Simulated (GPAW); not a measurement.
# Al2O3 (Corundum): G0W0 on several meshes in GPAW

Aim: the GW shift of Al2O3 (Corundum) against the k mesh.

Method: PBE and many-body steps on it, plane waves, in GPAW 26.7.0.

This is a report of a sequence of runs, with most program output left out.

## 1. The starting structure

Symmetry: R-3c, No. 167, trigonal system. Conventional cell: a = 4.760 Å, b = 4.760 Å, c = 12.996 Å, α = 90.00°, β = 90.00°, γ = 120.00°. Al has 6 O at 1.85 to 1.97 Å nearest. Nearest to O lie 4 Al at 1.85 to 1.97 Å. Farther neighbours and most contacts between anions are not listed.

As a file:

```
Al O
1.0
     2.38025    1.37424    4.33187
    -2.38025    1.37424    4.33187
     0.00000   -2.74848    4.33187
Al O
4 6
Direct
  0.35216 0.35216 0.35216
  0.14784 0.14784 0.14784
  0.64784 0.64784 0.64784
  0.85216 0.85216 0.85216
  0.55668 0.94332 0.25000
  0.25000 0.55668 0.94332
  0.94332 0.25000 0.55668
  0.44332 0.05668 0.75000
  0.75000 0.44332 0.05668
  0.05668 0.75000 0.44332
```

The cell and positions come from the Crystallography Open Database and are kept as given unless a step says otherwise.

## 2. Empty states on the mesh, 4×4×4 mesh, 556 bands

This step: GPAW 26.7.0; DFT, PBE, plane waves, PAW.

The sums over transitions need many empty states on a uniform mesh; this step solves for them.

File run.py:

```python
import json
import numpy as np
from gpaw.mpi import world
from gpaw import GPAW

calc = GPAW('gs.gpw').fixed_density(kpts={'size': (4, 4, 4), 'gamma': True},
    parallel={'domain': 1, 'band': 1},
    txt='nscf.txt')
calc.diagonalize_full_hamiltonian(nbands=556)
calc.write('full.gpw', mode='all')
res = {}
kpts = calc.get_ibz_k_points()
res['kpts'] = kpts
res['eigenvalues'] = [calc.get_eigenvalues(kpt=k) for k in range(len(kpts))]
res['n_electrons'] = calc.get_number_of_electrons()

if world.rank == 0:
    with open('result.json', 'w') as f:
        json.dump(res, f, default=lambda x: x.tolist())
```

Launch:

```bash
$ mpirun -n 8 gpaw python run.py
```

Wall time 54 s (8 MPI ranks of Arm Neoverse V2, shared host); peak memory 6.4 GiB; 7.1 min of CPU time.

Numbers from this step:

```yaml
gap: 6.226 eV
k_of_the_valence_top: 0, 0, 0
k_of_the_conduction_bottom: 0, 0, 0
least_direct_gap: 6.226 eV
k_points_computed: 14
lowest_point_of_the_top_converged_band_above_the_valence_top: 183.2403 eV
```

On this mesh the gap is 6.226 eV.

## 3. 4×4×4

G0W0 replaces the xc potential by the self-energy, built once from these orbitals. Only a window of levels is corrected, while the sums run over the empty bands that the input names.

This step: G0W0 on PBE, plane waves, PAW.

File run.py:

```python
import json
import numpy as np
from gpaw.mpi import world
from gpaw.response.g0w0 import G0W0

gw = G0W0('full.gpw',
    filename='gw',
    kpts=[0],
    bands=(22, 26),
    ecut=60,
    nbands=89,
    integrate_gamma='WS',
    ppa=True)
gw.calculate()
res = {mode: {k: v for k, v in r.items() if k != 'sigma_eskwn'}
       for mode, r in gw.all_results.items()}

if world.rank == 0:
    with open('result.json', 'w') as f:
        json.dump(res, f, default=lambda x: x.tolist())
```

Launch:

```bash
$ mpirun -n 8 gpaw python run.py
```

The job ended after 64 s (8 MPI ranks; peak memory 2.6 GiB).

This step gave:

| Quantity | Value |
| --- | --- |
| G0W0 gap on the points computed | 8.599 eV |
| least direct G0W0 gap on the computed points | 8.599 eV |
| Z at the valence top | 0.8241 |
| Z at the conduction bottom | 0.8629 |
| starting gap on the mesh | 6.226 eV |
| k of the valence top | 0, 0, 0 |
| k of the conduction bottom | 0, 0, 0 |

The gap on the mesh goes from 6.23 eV to 8.60 eV, a correction of +2.37 eV.

## 4. Empty states on the mesh, 6×6×6 mesh, 99 bands

This step: DFT, PBE, plane waves, PAW.

File run.py:

```python
import json
import numpy as np
from gpaw.mpi import world
from gpaw import GPAW

calc = GPAW('gs.gpw').fixed_density(kpts={'size': (6, 6, 6), 'gamma': True},
    nbands=115,
    convergence={'bands': 99},
    txt='nscf.txt')
calc.write('full.gpw', mode='all')
res = {}
kpts = calc.get_ibz_k_points()
res['kpts'] = kpts
res['eigenvalues'] = [calc.get_eigenvalues(kpt=k) for k in range(len(kpts))]
res['n_electrons'] = calc.get_number_of_electrons()

if world.rank == 0:
    with open('result.json', 'w') as f:
        json.dump(res, f, default=lambda x: x.tolist())
```

Launch:

```bash
$ mpirun -n 8 gpaw python run.py
```

Elapsed: 48 s, on 8 MPI ranks; peak memory 2 GiB.

This step gave:

| Property | Result |
| --- | --- |
| gap | 6.226 eV |
| k of the valence top | 0, 0, 0 |
| k of the conduction bottom | 0, 0, 0 |
| least direct gap | 6.226 eV |
| k points computed | 40 |
| lowest point of the top converged band, above the valence top | 46.16 eV |

On this mesh the gap is 6.226 eV.

## 5. 6×6×6

This step: G0W0 on PBE, plane waves, PAW.

File run.py:

```python
import json
import numpy as np
from gpaw.mpi import world
from gpaw.response.g0w0 import G0W0

gw = G0W0('full.gpw',
    filename='gw',
    kpts=[0],
    bands=(22, 26),
    ecut=60,
    nbands=89,
    integrate_gamma='WS',
    ppa=True)
gw.calculate()
res = {mode: {k: v for k, v in r.items() if k != 'sigma_eskwn'}
       for mode, r in gw.all_results.items()}

if world.rank == 0:
    with open('result.json', 'w') as f:
        json.dump(res, f, default=lambda x: x.tolist())
```

Launch:

```bash
$ mpirun -n 8 gpaw python run.py
```

Elapsed: 9.5 min, on 8 MPI ranks; peak memory 4.7 GiB; 76 min of CPU time.

This step gave:

| Property | Result |
| --- | --- |
| G0W0 gap on the points computed | 8.598 eV |
| least direct G0W0 gap on the computed points | 8.598 eV |
| Z at the valence top | 0.8240 |
| Z at the conduction bottom | 0.8629 |
| starting gap on the mesh | 6.226 eV |
| k of the valence top | 0, 0, 0 |
| k of the conduction bottom | 0, 0, 0 |

Against G0W0 in GPAW (4×4×4 mesh, 89 bands, screening to 60 eV, Godby-Needs plasmon pole), the gap moves by −0.001 eV.

## 6. The runs together

Times are wall times on 8 MPI ranks of Arm Neoverse V2, shared host, good to a factor of about two.

```tsv
run	mesh	bands	screening cutoff (eV)	DFT gap (eV)	gap on the mesh (eV)	direct (eV)	time
4×4×4	4×4×4	89	60	6.226	8.599	8.599	64 s
6×6×6	6×6×6	89	60	6.226	8.598	8.598	9.5 min
```

## 7. What came out

```
4×4×4        : 8.599 eV
6×6×6        : 8.598 eV
known limits : not at the basis limit
```

6×6×6: no change against 4×4×4. Bands and cutoff are finite, so the gap is not at the basis limit. The miss can reach some tenths of an eV and take either sign; the mesh is an error of its own. These stock PAW sets were not made for GW. In the G0W0 runs levels were corrected at 1 k point alone, so a gap called «on the mesh» is the least over those, and an edge elsewhere would be missed.

[Paths, hosts, dates, memory and timing lines, banners, echoed tables and standing remarks are left out of the program output.]

[Logs are printed without paths, hosts, clocks, repeated set-up lines and the standing remarks that a program may print on its own settings, such as how far it seeks lower states.]

[Runs of the session that timed out or met a known fault of the program may be left out.]

[Hosts, paths, dates, database ids (printed as entryN), source tags and the programs' standing remarks are cut or masked in the printed files.]
